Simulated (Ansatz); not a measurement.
# Relaxing twisted Zr2CO2 MXene bilayer, 38.21° (70 atoms), part 2 of 2

Wanted: the relaxed structure of twisted Zr2CO2 MXene bilayer, 38.21° (70 atoms) and its electronic structure.

Ansatz 0.2.0; Kohn-Sham DFT, revPBE+D3(BJ), PAW (set soft_2), plane waves.

The cell: 14 C, 28 Zr and 28 O. Only the Γ point is sampled, in a cell whose shortest periodic width is 8 Å.

So far. Step 3 (Relaxation): The relaxation changed the energy by -7.14 meV/atom, and atoms moved by 0.15 Å r.m.s., 0.20 Å at most.

## 5. Single point at the relaxed geometry

The electronic structure is read at the final geometry, in a run of its own.

input.yaml

```yaml
crystal:
  lattice:
    - [8.7574, 0.0, 0.0]
    - [-4.3787, 7.58413, 0.0]
    - [0.0, 0.0, 28.15]
  atoms:
    - { symbol: C, position: [0.00056, 0.00045, 0.3709] }
    - { symbol: Zr, position: [0.19072, 0.23868, 0.42028] }
    - { symbol: Zr, position: [0.23825, 0.04769, 0.32165] }
    - { symbol: O, position: [0.23942, 0.05015, 0.45349] }
    [... 60 atom lines left out ...]
    - { symbol: O, position: [0.98847, 0.16675, 0.54739] }
    - { symbol: C, position: [0.36853, 0.07223, 0.62881] }
    - { symbol: Zr, position: [0.13052, 0.88182, 0.67826] }
    - { symbol: Zr, position: [0.17835, 0.11928, 0.57945] }
    - { symbol: O, position: [0.17823, 0.12006, 0.7116] }
    - { symbol: O, position: [0.12902, 0.87966, 0.5463] }
kpoints:
  mp_grid: { grid: [1, 1, 1] }
hamiltonian:
  xc: revpbe
  dispersion: d3bj
scf:
  occupations: { method: gaussian, width: 0.05 }
output:
  forces: true
  populations: intrinsic
  dos:
    method: { smearing: { sigma: 0.1 } }
    de: 0.1
    projected:
      site_lists:
        C: [C]
        O: [O]
        Zr: [Zr]
        layer_1: [0, 1, 2, 3, 4, 5, 6, 7, 8, 9, 10, 11, 12, 13, 14, 15, 16, 17, 18, 19, 20, 21, 22, 23, 24, 25, 26, 27, 28, 29, 30, 31, 32, 33, 34]
        layer_2: [35, 36, 37, 38, 39, 40, 41, 42, 43, 44, 45, 46, 47, 48, 49, 50, 51, 52, 53, 54, 55, 56, 57, 58, 59, 60, 61, 62, 63, 64, 65, 66, 67, 68, 69]
  eigenvalues: true
  write_density: true
  write_potential: true
  volumetric_format: npy
```

The run is started by

```sh
ansatz run input.yaml --threads 4 --pin off --max-ram 8192MiB --backend cpu --events-out ev --progress --plain --runs-dir out
```

Numbers of over 12 decimals in the logs are rounded to 6 here.

What it wrote:

```text
[...]
Crystal: 70 atoms, lattice volume = 1869.646 Å³
Basis set: ecut = 420 eV, 36605 PW (Γ), exchange–correlation on 120×120×384 points (8 copies of the dense FFT grid, shifted against one another)
Bands: 350, of which v1, the nominal top of the filled ones, is band 280 counted from 1 (279 counted from 0)
Symmetry: 1 space group operations
[...]
k-points: 1
[...]
SCF iter   1: F=—  HF=-136851.020403 eV  |F-HF|=—  |Δ(HF+E_count)|=         —  Δρ=4.53e-3  dr2=7.06e-1  ethr=1.77e-3  ⟨swp⟩=8.0  Hψ=1343  notcnv=0  defer=24
[...]
SCF iter  10: F=-136850.936884 eV  HF=-136850.936884 eV  |F-HF|=5.40e-8  |Δ(HF+E_count)|=   2.47e-7  Δρ=1.46e-6  dr2=3.81e-8  ethr=1.79e-11  ⟨swp⟩=20.0  Hψ=3449  notcnv=0
SCF 1 converged in 10 iterations: F = -136850.936884 eV  dr2 = 3.81e-8
[...]
WARN: The output density's exchange-correlation potential varies sharply where the density is thin. Do not read a vacuum level from v_tot or v_xc, or from such a field of the output density. On a cell that repeats whose density bears no net charge and no dipole along the vacuum's axis use v_es (v_loc + v_h of the components); [...]
SCF converged after 10 iterations
Free energy (F): -136850.936884 eV
[...]
Internal energy: -136850.936884 eV  (E = F + TS)
E sigma→0 (E₀):  -136850.936884 eV
Fermi energy:    4.011808 eV
[...]
--- Forces (eV/Å), atoms counted from 1 ---
  atom   1  C      0.00012205     0.00220369     0.00840639
  atom   2  Zr     0.00133044     0.00086131    -0.01165755
  atom   3  Zr     0.00085631     0.00127427    -0.00417886
  atom   4  O      0.00042766    -0.00114012     0.01485005
  atom   5  O      0.00051039    -0.00065284     0.00889987
  atom   6  C      0.00001170     0.00106322     0.00707679
  atom   7  Zr    -0.00181979     0.00009446    -0.01384673
  atom   8  Zr     0.00170318     0.00034432    -0.00416847
  atom   9  O      0.00019233    -0.00388470     0.01037338
  atom  10  O     -0.00066186    -0.00070027     0.01138307
  atom  11  C     -0.00110557    -0.00040648     0.00632514
  atom  12  Zr    -0.00492033    -0.00151362    -0.01231745
  atom  13  Zr     0.00137079     0.00008078    -0.00431002
  atom  14  O      0.00610045     0.00420150     0.01432496
[...]
atom  69  O      0.00249022     0.00126728    -0.01085698
  atom  70  O      0.00144527     0.00244049    -0.01462578
  max |Σ_I F_I| component: 3.48e-6 eV/Å
--- Band table (eV) ---
[...]
--- intrinsic populations: 70 sites ---
  site symbol       q [e]
     0      C      4.9515
     1     Zr     10.8507
     2     Zr     10.8358
[...]
69      O      6.6820
  spilling = 0.000000 (of n_electrons = 560.000000)
```

Elapsed: 13 s, on 4 threads of Intel Xeon 6975P-C (Granite Rapids), shared host; peak memory 2.2 GiB.

The program notes that the exchange-correlation potential is rough where the density is thin.

The run gave:

- free energy: -136850.9369 eV
- free energy per atom: -1955.0134 eV/atom
- SCF cycles: 10
- r.m.s. force component: 0.00644 eV/Å
- longest force: 0.01908 eV/Å
- Fermi energy: 4.012 eV
- gap (highest filled to lowest empty level): 1.6 eV
- potential in mid-vacuum, over the Fermi level: 4.663 eV
- potential 4.5 Å over the upper face: 4.663 eV
- potential 4.5 Å under the lower face: 4.664 eV

Intrinsic-atomic-orbital charges by element:

```csv
element,coordination,atoms,mean charge (e),spread,least,most
C,all,14,-0.952,0.0014,-0.954,-0.949
O,all,28,-0.682,0.0035,-0.685,-0.673
Zr,all,28,1.16,0.0076,1.14,1.17
```

By region:

```csv
region,atoms,mean length of the force (eV/Å),net charge (e)
layer 1,35,0.01,0
layer 2,35,0.011,0
```

States in the cell by windows of 0.5 eV, zero at the Fermi level; the larger projections on atomic orbitals stand beside the total:

```csv
from (eV),to (eV),total,layer 2,layer 1,Zr d,O p,C p
-10,-9.5,3.8,1.9,1.9,0.9,0.1,0.0
-9.5,-6.5,0.0,0.0,0.0,0.0,0.0,0.0
-6.5,-6,2.2,1.1,1.1,0.7,1.2,0.2
-6,-5.5,46.5,23.1,23.2,12.4,27.8,3.0
-5.5,-5,37.4,18.6,18.6,9.3,25.3,1.3
-5,-4.5,52.9,26.3,26.3,10.2,35.3,4.3
-4.5,-4,29.1,14.4,14.4,4.0,22.2,1.1
-4,-3.5,0.0,0.0,0.0,0.0,0.0,0.0
-3.5,-3,22.0,10.9,10.9,6.2,7.5,7.4
-3,-2.5,17.4,8.5,8.6,5.4,3.1,8.1
-2.5,-2,34.2,16.9,16.8,7.6,8.8,16.1
-2,-1.5,2.4,1.2,1.2,0.1,0.9,1.1
-1.5,-1,0.1,0.0,0.0,0.0,0.0,0.0
-1,-0.5,7.9,3.9,3.9,1.0,1.9,4.8
-0.5,0.5,0.0,0.0,0.0,0.0,0.0,0.0
0.5,1,26.5,13.0,13.0,19.6,4.2,1.9
1,1.5,8.2,3.9,3.9,7.1,0.7,0.0
1.5,2,1.3,0.6,0.6,0.9,0.3,0.0
2,2.5,30.3,14.9,14.9,24.6,2.6,2.1
2.5,3,27.0,13.3,13.3,21.7,1.9,1.8
```

Between -26 and -10 eV lie 80 more states.

The stored curve holds about 336 of the 560 electrons; the rest, give or take the few that broadening carries across the Fermi level, lie in deeper levels below its range.

The levels nearest the highest filled one (over half full), pooled over k-points and spins:

```csv
level less the highest filled one (eV),occupation
-1.24,2
-0.889,2
-0.0016,2
-0.0015,2
0,2
0,2
1.60,0
1.60,0
1.61,0
1.63,0
1.63,0
1.64,0
```

Planar average of the electrostatic potential energy along the normal, with the Fermi level as zero, after a running mean with a triangular window 4 Å wide at its base:

```csv
height (Å),potential energy (eV)
0.0,4.66
0.7,4.66
1.6,4.66
2.3,4.66
3.2,4.66
4.0,4.66
4.8,4.66
5.6,4.58
6.5,3.38
7.2,-0.01
8.1,-6.55
8.8,-10.47
9.5,-10.79
10.4,-9.84
11.1,-10.45
12.0,-10.74
12.8,-7.20
13.6,-1.67
14.4,-1.15
15.2,-6.23
16.0,-10.30
16.9,-10.70
17.6,-9.85
18.5,-10.54
19.2,-10.84
19.9,-7.53
20.8,-0.98
21.6,2.92
22.4,4.52
23.2,4.65
24.0,4.66
24.8,4.66
25.7,4.66
26.4,4.66
27.3,4.66
28.0,4.66
```

Valence density in the ca plane at fractional y = 0.025, with atoms of C and Zr and O within 0.2 Å of it. It is the smooth field of the valence electrons, not physical close to the nuclei.

Values in e/Å³, 13 rows by 16 columns, each cell a mean:
```
0.1 0.2 1.0 0.6 0.1 0.1 0.0 0.2 0.2 0.5 0.5 0.3 0.1 0.0 0.0 0.0
0.6 0.3 0.3 0.6 0.9 0.1 0.0 0.2 0.8 0.4 0.2 0.4 0.5 0.1 0.0 0.0
1.7 0.3 0.2 1.3 2.1 0.1 0.0 0.3 3.3 1.1 0.1 0.7 2.7 0.2 0.0 0.0
0.6 0.2 0.3 0.6 0.8 0.1 0.0 0.3 2.4 0.8 0.2 0.5 1.7 0.1 0.0 0.0
0.2 0.4 0.5 0.3 0.2 0.2 0.1 1.1 0.6 0.2 0.5 1.8 0.4 0.0 0.0 0.0
0.3 0.6 0.3 0.3 0.4 0.3 0.2 4.7 1.4 0.1 1.2 3.8 0.7 0.0 0.0 0.0
1.2 0.3 0.2 0.9 1.6 0.2 0.1 1.7 0.6 0.2 0.7 2.4 0.3 0.0 0.0 0.0
1.5 0.3 0.2 1.2 2.0 0.1 0.0 0.1 0.2 0.6 0.7 0.3 0.1 0.0 0.0 0.0
0.5 0.8 0.2 0.3 0.6 0.4 0.0 0.1 0.2 1.0 1.0 0.2 0.1 0.0 0.0 0.0
1.2 3.5 0.5 0.1 1.9 2.6 0.1 0.1 0.2 0.5 0.5 0.3 0.1 0.0 0.0 0.0
1.0 3.1 0.5 0.2 1.5 2.0 0.1 0.3 1.0 0.4 0.2 0.4 0.6 0.1 0.0 0.0
0.1 0.5 0.7 0.4 0.2 0.2 0.0 0.2 1.3 0.5 0.2 0.3 0.7 0.1 0.0 0.0
0.1 0.3 1.4 0.8 0.1 0.0 0.0 0.1 0.3 0.5 0.5 0.2 0.2 0.0 0.0 0.0
```
Columns run along c (16.0 Å, from fractional 0.28 to 0.85 of the cell), rows up along a (8.8 Å). Atoms in or near the plane, at fractional coordinates: C at (0.37, 0.00), Zr at (0.32, 0.24), O at (0.45, 0.24), Zr at (0.68, 0.56), O at (0.55, 0.56).

Electrostatic potential energy in the ca plane at fractional y = 0.025, with atoms of C and Zr and O within 0.2 Å of it. With pseudopotentials it is smooth inside the atoms' cores, unlike the true potential.

Ten even steps from '0' (-41 eV) to '9' (9 eV), each cell a mean:
```
88899999999988888788777899999999999999999999
87889999999988888888767899999999999999999999
55678999999876678988777899999999999999999999
20268999998631257898887679999999999999999999
00047999997500026899885228999999999999999999
10157999987400026899984127999999999999999999
54578999998620047898887569999999999999999999
87789999998764578887667889999999999999999999
88899999996577888874102689999999999999999999
88889999961038999861000379999999999999999999
76788999950028999860000278999999999999999999
42468999972158999872000479999999999999999999
00047999998888899886324789999999999999999999
00047899999988888788777899999999999999999999
31368999999988884258888999999999999999999999
66678999999988872028989999999999999999999999
88766899999988885258888999999999999999999999
98511599999888888888778899999999999999999999
98400499999876678988777899999999999999999999
98733799998753468888777889999999999999999999
98888999998631258898878789999999999999999999
98899999998742368999888899999999999999999999
99999999998865678889888999999999999999999999
99999999999888888788888999999999999999999999
```
Columns run along c (16.0 Å, from fractional 0.41 to 0.98 of the cell; values clipped at the 3rd and 97th percentile), rows up along a (8.8 Å). Atoms in or near the plane, at fractional coordinates: O at (0.45, 0.24), Zr at (0.68, 0.56), O at (0.55, 0.56).

Mean intrinsic-atomic-orbital charges: C -0.95, O -0.68, Zr +1.16 e. The largest share in the top eV of filled states is C p (59 % of the projected weight), and in the lowest eV of empty states Zr d (79 % of the projected weight). The potential stands 5.46 eV above the highest filled level over the upper face and 5.46 eV under the lower one, a reading of the ionisation potential at this level on the run's k-points.

Local excerpt of 10 atoms (numbers count through the whole input) about Zr22, picked at random; x, y, z are measured from there.

```csv
atom,x,y,z,distance (Å),bonds,intrinsic-atomic-orbital charge (e)
Zr22,0.00,0.00,0.00,0.00,6,1.14
O29,0.61,1.81,0.92,2.12,3,-0.67
O14,-1.87,-0.37,0.94,2.12,3,-0.68
O24,1.26,-1.44,0.94,2.13,3,-0.68
C21,-0.63,-1.81,-1.37,2.35,6,-0.95
C1,1.88,0.37,-1.38,2.36,6,-0.95
C26,-1.26,1.45,-1.38,2.36,6,-0.95
Zr17,0.62,-3.25,0.02,3.31,6,1.15
Zr32,3.13,-1.08,0.03,3.31,6,1.15
Zr12,-3.13,1.08,0.02,3.31,6,1.15
```

The column of bonds counts only the pairs O-Zr within 2.82 Å, Zr-C within 2.81 Å; other neighbours, such as metal atoms beside each other in a compound, aren't counted, and periodic images can show an atom twice.

## 6. Outcome

| Property | Result |
| --- | --- |
| energy change in the relaxation | -7.144 meV/atom |
| r.m.s. displacement | 0.146 Å |
| largest displacement | 0.202 Å |
| free energy per atom | -1955.0134 eV/atom |
| r.m.s. force component | 0.00644 eV/Å |
| gap (highest filled to lowest empty level) | 1.6 eV |
| potential in mid-vacuum, over the Fermi level | 4.663 eV |
| wall time of the 3 DFT runs | 62 s |

What this shows: Relaxation lowers the energy by 7.14 meV/atom and moves atoms by 0.15 Å r.m.s.; the r.m.s. force component goes from 0.24 to 0.0064 eV/Å, and the gap from 1.65 to 1.60 eV. By the final cutoffs no bond was broken or made. From the first step to the last the energy fell by 0.500 eV, and the largest move was 0.20 Å (O9). The Zr-C bonds change most in mean length: from 2.350 Å (spread 0.013) to 2.364 Å (spread 0.004). With the cutoffs above, all C atoms have 6, all O atoms have 3 and all Zr atoms have 6 bonded neighbours. Between filled and empty levels lie 1.60 eV at Γ alone; the mesh holds the band edges only if they fold onto it, so the gap at this level can be narrower or closed, while semilocal functionals tend to narrow gaps against experiment. The potential stands 5.46 eV above the highest filled level over the upper face and 5.46 eV under the lower one, a reading of the ionisation potential at this level on the run's k-points.

[Logs are printed without paths, hosts, clocks, repeated set-up lines and the standing remarks that a program may print on its own settings, such as how far it seeks lower states.]

[Hosts, paths, dates, database ids (printed as entryN), source tags and the programs' standing remarks are cut or masked in the printed files.]
